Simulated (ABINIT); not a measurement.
# BeInCl3 (Pm-3m): third-order response, part 2 of 3

Wanted: vibrational spectra of BeInCl3 (Pm-3m) from linear and non-linear response.

ABINIT 10.8.3; DFT LDA, scalar-relativistic, plane waves, HGH norm-conserving pseudopotentials.

So far. Step 4 (Relaxation): The volume changes by +0.0 % in this run and stands +7.3 % from the first cell. Step 5 (Self-consistent run for the response): The cell stands at -0.36 GPa: the relaxation ran with a smoothed and higher cutoff and on another k mesh. The relaxed cell has a = 4.534 Å (conventional setting).

The structure was built from a prototype and need not be the compound's stable phase.

### 7. Linear response at Γ

The derivative of the wavefunctions by k comes first, since the response to a field is built on it; then the field and the displacements that symmetry doesn't supply are solved at q = 0. By the 2n+1 theorem the first-order wavefunctions also give third derivatives: Raman tensors and the non-linear susceptibility.

It reads the wavefunctions written in step 5.

The input, dfpt_gamma.abi:

```
ndtset 3

# common to the responses
getwfk_filepath "gso_WFK"
kptopt 2
nqpt 1
qpt 0.0 0.0 0.0
asr 0
chneut 0

# d/dk
rfelfd1 2
rfdir1 1 1 1
iscf1 -3
tolwfr1 1.0d-20

# displacements, field
rfphon2 1
rfatpol2 1 5
rfdir2 1 1 1
rfelfd2 3
getddk2 1
tolvrs2 1.0d-10
prepanl2 1
prtden2 1

# third order
optdriver3 5
getden_filepath3 "gso_DEN"
get1den3 2
get1wf3 2
getddk3 1
d3e_pert1_elfd3 1
d3e_pert1_phon3 1
d3e_pert1_atpol3 1 5
d3e_pert1_dir3 1 1 1
d3e_pert2_elfd3 1
d3e_pert2_dir3 1 1 1
d3e_pert3_elfd3 1
d3e_pert3_dir3 1 1 1
usepead3 1
tolvrs3 1.0d-10

# basis, mesh and filling
ecut 40.0
ixc 7
ngkpt 4 4 4
nshiftk 1
shiftk 0.5 0.5 0.5
istwfk *1
occopt 1
nband 13
nstep 100
diemac 9.0
prtebands 0
prtgsr 0

# cell and atoms
acell 8.568548509 8.568548509 8.568548509
rprim 
    1.0 0.0 0.0
    0.0 1.0 0.0
    0.0 0.0 1.0
ntypat 3
znucl 49 4 17
natom 5
typat 1 2 3 3 3
xred 
    0.0 0.0 0.0
    0.5 0.5 0.5
    0.5 0.5 0.0
    0.5 0.0 0.5
    0.0 0.5 0.5
pp_dirpath "./pseudo"
pseudos "In.hgh, Be.hgh, Cl.hgh"
```

The run is started by

```bash
$ OMP_NUM_THREADS=1 mpirun -n 4 abinit dfpt_gamma.abi > dfpt_gamma.log
```

Numbers of over 12 decimals in the logs are rounded to 6 here.

dfpt_gamma.abo, the main output file:

```text
[banners, grids, parts of the stress and lines that vanish by symmetry left out]
- input  file    -> dfpt_gamma.abi
- output file    -> dfpt_gamma.abo
- root for input  files -> dfpt_gammai
[...]
DATASET    1 : space group Pm -3 m (#221); Bravais cP (primitive cubic)
[...]
nfft =      125000          nkpt =          32
[...]
DATASET    2 : space group Pm -3 m (#221); Bravais cP (primitive cubic)
[...]
nfft =      125000          nkpt =          32
[...]
DATASET    3 : space group Pm -3 m (#221); Bravais cP (primitive cubic)
[...]
mpw =        7625          nfft =      125000          nkpt =          32
[...]
== DATASET  1 ==================================================================
[...]
cutoff_energies: {ecut:  40.0, pawecutdg:  -1.0, }
[...]
Exchange-correlation functional for the present dataset will be:
  LDA: Perdew-Wang 92 LSD fit to Ceperley-Alder data - ixc=7
[...]
- 17.00000   7.00000     10605                znucl, zion, pspdat
[...]
Perturbation : derivative vs k along direction   1
[...]
-ETOT  1  -13.086349486632     -1.309E+01 4.460E-02 0.000E+00
 ETOT  2  -13.114327140929     -2.798E-02 6.061E-04 0.000E+00
 ETOT  3  -13.114544397488     -2.173E-04 6.003E-06 0.000E+00
 ETOT  4  -13.114547046718     -2.649E-06 8.590E-08 0.000E+00
 ETOT  5  -13.114547086908     -4.019E-08 1.663E-09 0.000E+00
[...]
At SCF step   12   max residual=  9.81E-21 < tolwfr=  1.00E-20 =>converged.
[...]
Perturbation : derivative vs k along direction   2
[...]
-ETOT  1  -13.086020736592     -1.309E+01 4.460E-02 0.000E+00
[...]
At SCF step   12   max residual=  9.81E-21 < tolwfr=  1.00E-20 =>converged.
[...]
Perturbation : derivative vs k along direction   3
[...]
-ETOT  1  -13.086349296185     -1.309E+01 4.460E-02 0.000E+00
[...]
At SCF step   12   max residual=  9.81E-21 < tolwfr=  1.00E-20 =>converged.
[...]
1        1       1.3393468269    0.0000000000
     1        2       0.0000000000    0.0000000000
     1        3       0.0000000000    0.0000000000
     2        1       0.0000000000    0.0000000000
     2        2       1.3393468269    0.0000000000
     2        3       0.0000000000    0.0000000000
     3        1       0.0000000000    0.0000000000
     3        2       0.0000000000    0.0000000000
     3        3       1.3393468269   -0.0000000000
[...]
== DATASET  2 ==================================================================
[...]
cutoff_energies: {ecut:  40.0, pawecutdg:  -1.0, }
[...]
Exchange-correlation functional for the present dataset will be:
  LDA: Perdew-Wang 92 LSD fit to Ceperley-Alder data - ixc=7
[...]
Perturbation : displacement of atom   1   along direction   1
[...]
-ETOT  1   10.711434846408     -3.312E+01 1.467E-01 6.359E+04
[...]
At SCF step   10       vres2   =  2.07E-11 < tolvrs=  1.00E-10 =>converged.
[...]
Perturbation : displacement of atom   2   along direction   1
[...]
-ETOT  1   16.838183471054     -3.363E+01 2.025E-01 1.004E+05
[...]
At SCF step   11       vres2   =  7.71E-11 < tolvrs=  1.00E-10 =>converged.
[...]
Perturbation : displacement of atom   3   along direction   1
[...]
-ETOT  1   545.59147340008     -3.373E+02 3.628E+00 2.503E+06
[...]
At SCF step   11       vres2   =  2.27E-11 < tolvrs=  1.00E-10 =>converged.
[...]
Perturbation : displacement of atom   3   along direction   3
[...]
-ETOT  1   672.92695989575     -2.095E+02 5.791E+00 3.062E+06
[...]
At SCF step   11       vres2   =  2.70E-11 < tolvrs=  1.00E-10 =>converged.
[...]
Perturbation : homogeneous electric field along direction   1
[...]
-ETOT  1  -125.36544501383     -1.254E+02 1.628E+00 2.267E+04
[...]
At SCF step   10       vres2   =  2.41E-11 < tolvrs=  1.00E-10 =>converged.
[...]
Perturbation : homogeneous electric field along direction   2
[...]
-ETOT  1  -125.34748936429     -1.253E+02 1.628E+00 2.266E+04
[...]
At SCF step   10       vres2   =  7.68E-12 < tolvrs=  1.00E-10 =>converged.
[...]
Perturbation : homogeneous electric field along direction   3
[...]
-ETOT  1  -125.36543259195     -1.254E+02 1.628E+00 2.267E+04
[...]
ETOT  9  -134.04837117867     -3.084E-11 8.339E-14 6.151E-10
 ETOT 10  -134.04837117867      2.842E-14 9.979E-16 2.464E-11
 At SCF step   10       vres2   =  2.46E-11 < tolvrs=  1.00E-10 =>converged.
[...]
Dielectric tensor, in cartesian coordinates,
[...]
1    7   1    7         5.9797140868        -0.0000000000
   1    7   2    7        -0.0000000000        -0.0000000000
   1    7   3    7        -0.0000000000        -0.0000000000
   2    7   1    7        -0.0000000000        -0.0000000000
   2    7   2    7         5.9797140868        -0.0000000000
   2    7   3    7        -0.0000000000        -0.0000000000
   3    7   1    7        -0.0000000000        -0.0000000000
   3    7   2    7        -0.0000000000        -0.0000000000
   3    7   3    7         5.9797140868        -0.0000000000
  Effective charges, in cartesian coordinates,
[...]
1    1   1    7         2.5115171010         0.0000000000
   2    1   1    7         0.0000000000         0.0000000000
   3    1   1    7         0.0000000000         0.0000000000
   1    2   1    7         2.8109554372         0.0000000000
   2    2   1    7         0.0000000000         0.0000000000
[...]
Effective charges, in cartesian coordinates,
[...]
2    7   1    5         0.0000000000         0.0000000000
   3    7   1    5         0.0000000000         0.0000000000
   1    7   2    5         0.0000000000         0.0000000000
   2    7   2    5        -1.4177466345         0.0000000000
   3    7   2    5         0.0000000000         0.0000000000
   1    7   3    5         0.0000000000         0.0000000000
   2    7   3    5         0.0000000000         0.0000000000
   3    7   3    5        -1.4177466345         0.0000000000
  Phonon wavevector (reduced coordinates) :  0.00000  0.00000  0.00000
 Phonon energies in Hartree :
[...]
Phonon frequencies in cm-1    :
- -2.868232E+02 -2.868232E+02 -2.868232E+02  4.797277E+00  4.797277E+00
-  4.797277E+00  5.914594E+01  5.914594E+01  5.914594E+01  1.472347E+02
-  1.472347E+02  1.472347E+02  2.246687E+02  2.246687E+02  2.246687E+02
  Phonon at Gamma, with non-analyticity in the
[...]
Phonon energies in Hartree :
[...]
Phonon frequencies in cm-1    :
- -2.868232E+02 -2.868232E+02 -1.158789E+02  4.797277E+00  4.797277E+00
-  4.844945E+00  5.914594E+01  5.914594E+01  1.472347E+02  1.472347E+02
-  1.472347E+02  2.021988E+02  2.246687E+02  2.246687E+02  2.272979E+02
  Phonon at Gamma, with non-analyticity in the
[...]
Phonon energies in Hartree :
[...]
Phonon frequencies in cm-1    :
- -2.868232E+02 -2.868232E+02 -1.158789E+02  4.797277E+00  4.797277E+00
-  4.844945E+00  5.914594E+01  5.914594E+01  1.472347E+02  1.472347E+02
-  1.472347E+02  2.021988E+02  2.246687E+02  2.246687E+02  2.272979E+02
  Phonon at Gamma, with non-analyticity in the
[...]
Phonon energies in Hartree :
[...]
Phonon frequencies in cm-1    :
- -2.868232E+02 -2.868232E+02 -1.158789E+02  4.797277E+00  4.797277E+00
-  4.844945E+00  5.914594E+01  5.914594E+01  1.472347E+02  1.472347E+02
-  1.472347E+02  2.021988E+02  2.246687E+02  2.246687E+02  2.272979E+02
[...]
== DATASET  3 ==================================================================
[...]
cutoff_energies: {ecut:  40.0, pawecutdg:  -1.0, }
[...]
Exchange-correlation functional for the present dataset will be:
  LDA: Perdew-Wang 92 LSD fit to Ceperley-Alder data - ixc=7
[...]
1          1       -0.000000000       -0.000000000       -0.000000000
[...]
1          2       -0.000000000       -0.000000000       -0.000000000
[...]
1          3       -0.000000000       -0.000000000       -0.000000000
[...]
2          1       -0.000000000       -0.000000000       -0.000000000
[...]
2          2       -0.000000000       -0.000000000       -0.000000000
[...]
2          3       -0.000000000       -0.000000000       -0.000000000
[...]
3          1       -0.000000000       -0.000000000       -0.000000000
[...]
3          2       -0.000000000       -0.000000000       -0.000000000
[...]
3          3       -0.000000000       -0.000000000       -0.000000000
[...]
4          1       -0.000000000       -0.000000000       -0.000000000
[...]
4          2       -0.000000000       -0.000000000       -0.000000000
[...]
4          3       -0.000000000       -0.000000000       -0.000000000
[...]
5          1       -0.000000000       -0.000000000       -0.000000000
[...]
5          2       -0.000000000       -0.000000000       -0.000000000
[...]
5          3       -0.000000000       -0.000000000       -0.000000000
[...]
strten2     0.0000000000E+00  0.0000000000E+00  0.0000000000E+00
           strten3     0.0000000000E+00  0.0000000000E+00  0.0000000000E+00
================================================================================
```

The job ended after 4.4 min (4 MPI ranks of Arm Neoverse V1, shared host).

This step gave:

```
miss of the charge sum rule                                       : 0.01905 e
largest acoustic frequency at the zone centre before the sum rule : 4.8 cm⁻¹
highest optical zone-centre mode (no LO-TO term)                  : 224.7 cm⁻¹
lowest optical zone-centre mode                                   : -286.8 cm⁻¹
mean high-frequency dielectric constant                           : 5.980
largest Born charge in size (third of the trace)                  : 2.811 e
```

Born charge (rows field, columns displacement), before the sum rule (e), principal values of the symmetric part by kind of site:

```tsv
atom	atoms with these values	low	middle	high	mean
In1	1	2.51	2.51	2.51	2.51
Be2	1	2.81	2.81	2.81	2.81
Cl3	3	-2.47	-1.42	-1.42	-1.77
```

In full for In1:

```
2.51 0.00 0.00
0.00 2.51 0.00
0.00 0.00 2.51
```

High-frequency dielectric tensor:

```
5.98 0.00 0.00
0.00 5.98 0.00
0.00 0.00 5.98
```

The acoustic modes at Γ come out as far as 4.8 cm⁻¹ from zero, where they should vanish, a small numerical error; the Born charges miss their sum rule by 0.019 e, which is good. The lowest optical mode is imaginary, 287i cm⁻¹, an instability at this level and on this k mesh.

### 8. Zone-centre analysis

anaddb reads the merged derivatives, imposes the acoustic sum rule and charge neutrality, and adds the LO-TO term along chosen directions.

The input, anaddb.abi:

```
ddb_filepath "gamma_DDB"
output_file "anaddb.abo"
outdata_prefix "anaddb"
asr 1
chneut 1
enunit 2
eivec 1
nph1l 1
qph1l 0.0 0.0 0.0 1.0
dieflag 2
nph2l 3
qph2l 
    1.0 0.0 0.0 0.0
    0.0 0.0 1.0 0.0
    1.0 1.0 1.0 0.0
nlflag 1
ramansr 1
alphon 1
prtmbm 1
```

The input, mrgddb.in:

```
gamma_DDB
merged
3
dfpt_gammao_DS2_DDB
dfpt_gammao_DS3_DDB
gso_DDB
```

The run is started by

```bash
$ mrgddb < mrgddb.in > mrgddb.log
$ OMP_NUM_THREADS=1 anaddb anaddb.abi > anaddb.log
```

anaddb.abo, the main output file:

```text
[banners, grids, parts of the stress and lines that vanish by symmetry left out]
-outvars_anaddb: echo values of input variables ----------------------

 Flags :
[...]
Dielectric Tensor and Effective Charges
[...]
Effective charge tensors after
[...]
1          1       -0.000000000       -0.000000000       -0.000000000
[...]
1          2       -0.000000000       -0.000000000       -0.000000000
[...]
1          3       -0.000000000       -0.000000000       -0.000000000
[...]
2          1       -0.000000000       -0.000000000       -0.000000000
[...]
2          2       -0.000000000       -0.000000000       -0.000000000
[...]
2          3       -0.000000000       -0.000000000       -0.000000000
[...]
3          1       -0.000000000       -0.000000000       -0.000000000
[...]
3          2       -0.000000000       -0.000000000       -0.000000000
[...]
3          3       -0.000000000       -0.000000000       -0.000000000
[...]
4          1       -0.000000000       -0.000000000       -0.000000000
[...]
4          2       -0.000000000       -0.000000000       -0.000000000
[...]
4          3       -0.000000000       -0.000000000       -0.000000000
[...]
5          1       -0.000000000       -0.000000000       -0.000000000
[...]
5          2       -0.000000000       -0.000000000       -0.000000000
[...]
5          3       -0.000000000       -0.000000000       -0.000000000
[...]
Phonon wavevector (reduced coordinates) :  0.00000  0.00000  0.00000
 Phonon energies in Hartree :
[...]
Phonon energies in meV     :
- -3.557042E+01 -3.557042E+01 -3.557042E+01  0.000000E+00  0.000000E+00
-  0.000000E+00  7.308823E+00  7.308823E+00  7.308824E+00  1.823216E+01
-  1.823216E+01  1.823216E+01  2.784414E+01  2.784414E+01  2.784414E+01
 Phonon frequencies in cm-1    :
- -2.868948E+02 -2.868948E+02 -2.868948E+02  0.000000E+00  0.000000E+00
-  0.000000E+00  5.894964E+01  5.894964E+01  5.894964E+01  1.470523E+02
-  1.470523E+02  1.470523E+02  2.245781E+02  2.245781E+02  2.245781E+02
 Phonon frequencies in Thz     :
- -8.600889E+00 -8.600889E+00 -8.600889E+00  0.000000E+00  0.000000E+00
-  0.000000E+00  1.767266E+00  1.767266E+00  1.767266E+00  4.408516E+00
-  4.408516E+00  4.408516E+00  6.732682E+00  6.732682E+00  6.732682E+00
 Phonon energies in Kelvin  :
- -4.127776E+02 -4.127776E+02 -4.127776E+02  0.000000E+00  0.000000E+00
-  0.000000E+00  8.481537E+01  8.481537E+01  8.481537E+01  2.115754E+02
-  2.115754E+02  2.115754E+02  3.231178E+02  3.231178E+02  3.231178E+02
[...]
-  1  0.00000000E+00  0.00000000E+00  5.39536296E-05
-     0.00000000E+00  0.00000000E+00  0.00000000E+00
-  2  0.00000000E+00  0.00000000E+00  7.32445518E-03
-     0.00000000E+00  0.00000000E+00  0.00000000E+00
-  3  0.00000000E+00  0.00000000E+00 -1.22301357E-03
-     0.00000000E+00  0.00000000E+00  0.00000000E+00
-  4  0.00000000E+00  0.00000000E+00 -4.06811507E-04
-     0.00000000E+00  0.00000000E+00  0.00000000E+00
-  5  0.00000000E+00  0.00000000E+00 -4.06811507E-04
-     0.00000000E+00  0.00000000E+00  0.00000000E+00
[...]
-  1  0.00000000E+00 -5.39536296E-05  0.00000000E+00
-     0.00000000E+00  0.00000000E+00  0.00000000E+00
-  2  3.52713321E-07 -7.32445517E-03  0.00000000E+00
-     0.00000000E+00  0.00000000E+00  0.00000000E+00
-  3  0.00000000E+00  4.06811507E-04  0.00000000E+00
-     0.00000000E+00  0.00000000E+00  0.00000000E+00
-  4  0.00000000E+00  1.22301357E-03  0.00000000E+00
-     0.00000000E+00  0.00000000E+00  0.00000000E+00
-  5  0.00000000E+00  4.06811507E-04  0.00000000E+00
-     0.00000000E+00  0.00000000E+00  0.00000000E+00
[...]
-  1  5.39536296E-05  0.00000000E+00  0.00000000E+00
-     0.00000000E+00  0.00000000E+00  0.00000000E+00
-  2  7.32445517E-03  3.52713321E-07  0.00000000E+00
-     0.00000000E+00  0.00000000E+00  0.00000000E+00
-  3 -4.06811507E-04  0.00000000E+00  0.00000000E+00
-     0.00000000E+00  0.00000000E+00  0.00000000E+00
-  4 -4.06811507E-04  0.00000000E+00  0.00000000E+00
-     0.00000000E+00  0.00000000E+00  0.00000000E+00
[...]
-  4 -1.69788375E-03  1.53321100E-07  0.00000000E+00
[...]
-  5  3.05018428E-03  0.00000000E+00  0.00000000E+00
[...]
-         0.000000000       0.000000000       0.000000000
-         0.000000000       0.000000000       0.000000000
-         0.000000000       0.000000000       0.000000000
[...]
-         0.000000000       0.000000000       0.000000000
-         0.000000000       0.000000000       0.000000000
-         0.000000000       0.000000000       0.000000000
[...]
Phonon at Gamma, with non-analyticity in the
[...]
Phonon energies in Hartree :
[...]
Phonon energies in meV     :
- -3.557042E+01 -3.557042E+01 -1.443742E+01  0.000000E+00  0.000000E+00
-  0.000000E+00  7.308823E+00  7.308823E+00  1.823216E+01  1.823216E+01
-  1.823216E+01  2.505730E+01  2.784414E+01  2.784414E+01  2.816585E+01
 Phonon frequencies in cm-1    :
- -2.868948E+02 -2.868948E+02 -1.164456E+02  0.000000E+00  0.000000E+00
[...]
Phonon frequencies in Thz     :
[...]
Phonon energies in Kelvin  :
[...]
-  1  0.00000000E+00  0.00000000E+00  5.39536296E-05
[...]
-  2  0.00000000E+00  0.00000000E+00  7.32445518E-03
[...]
-  3  0.00000000E+00  0.00000000E+00 -1.22301357E-03
[...]
-  4  0.00000000E+00  0.00000000E+00 -4.06811507E-04
[...]
Phonon at Gamma, with non-analyticity in the
[...]
Phonon energies in Hartree :
[...]
Phonon energies in meV     :
[...]
Phonon frequencies in cm-1    :
[...]
Phonon frequencies in Thz     :
[...]
Phonon energies in Kelvin  :
[...]
Phonon at Gamma, with non-analyticity in the
[...]
Phonon energies in Hartree :
[...]
Phonon energies in meV     :
[...]
Phonon frequencies in cm-1    :
[...]
Phonon frequencies in Thz     :
[...]
Phonon energies in Kelvin  :
[...]
-  0.000000E+00  8.481537E+01  8.481537E+01  2.115754E+02  2.115754E+02
-  2.115754E+02  2.907779E+02  3.231178E+02  3.231178E+02  3.268511E+02
[...]
-  4 -1.37368785E-03 -1.52434397E-03  5.25162435E-04
[...]
-  5  2.46777852E-03  8.48525411E-04  5.25162435E-04
[...]
-         0.000000000       0.000000000       0.000000000
-         0.000000000       0.000000000       0.000000000
[...]
Spherical averages : G0=     0.000000000    G1=     0.000000000    G2=     0.000000000

-
```

Elapsed: 1.5 s, on 1 thread.

This step gave:

| Property | Result |
| --- | --- |
| highest optical zone-centre mode (no LO-TO term) | 224.6 cm⁻¹ |
| lowest optical zone-centre mode | -286.9 cm⁻¹ |
| highest mode moved by the LO-TO term | 227.2 cm⁻¹ |

No LO-TO term; unit eigenvectors of the mass-weighted matrix, from anaddb's displacements. Modes at Γ, with each element's share of the kinetic energy (negative means imaginary):

```tsv
mode	frequency (cm⁻¹)	symmetry	In %	Be %	Cl %
1	-286.9	T1u	0	88	12
2	-286.9	T1u	0	88	12
3	-286.9	T1u	0	88	12
4	0.0	acoustic	50	4	46
5	0.0	acoustic	50	4	46
6	0.0	acoustic	50	4	46
7	58.9	T1u	50	5	45
8	58.9	T1u	50	5	45
9	58.9	T1u	50	5	45
10	147.1	T2u	0	0	100
11	147.1	T2u	0	0	100
12	147.1	T2u	0	0	100
13	224.6	T1u	0	3	97
14	224.6	T1u	0	3	97
15	224.6	T1u	0	3	97
```

Displacements in mode 1 (-286.9 cm⁻¹), the largest set to 1:
```
In1  0.00  0.00  0.01
Be2  0.00  0.00  1.00
Cl3  0.00  0.00 -0.17
Cl4  0.00  0.00 -0.06
Cl5  0.00  0.00 -0.06
```

Displacements in mode 13 (224.6 cm⁻¹), the largest set to 1:
```
In1  0.00  0.00  0.00
Be2  0.00  0.00  0.41
Cl3  0.00  0.00  1.00
Cl4  0.00  0.00 -0.56
Cl5  0.00  0.00 -0.56
```

With imaginary modes the relaxed-ion tensors have no meaning and are not tabulated.

The rule moves no optical mode by more than 0.3 cm⁻¹.

(Part 2 of 3 ends here.)

[Host names and launcher messages were left out of these logs when they were recorded.]

[Logs are printed without paths, hosts, clocks, repeated set-up lines and the standing remarks that a program may print on its own settings, such as how far it seeks lower states.]

[Hosts, paths, dates, database ids (printed as entryN), source tags and the programs' standing remarks are cut or masked in the printed files.]
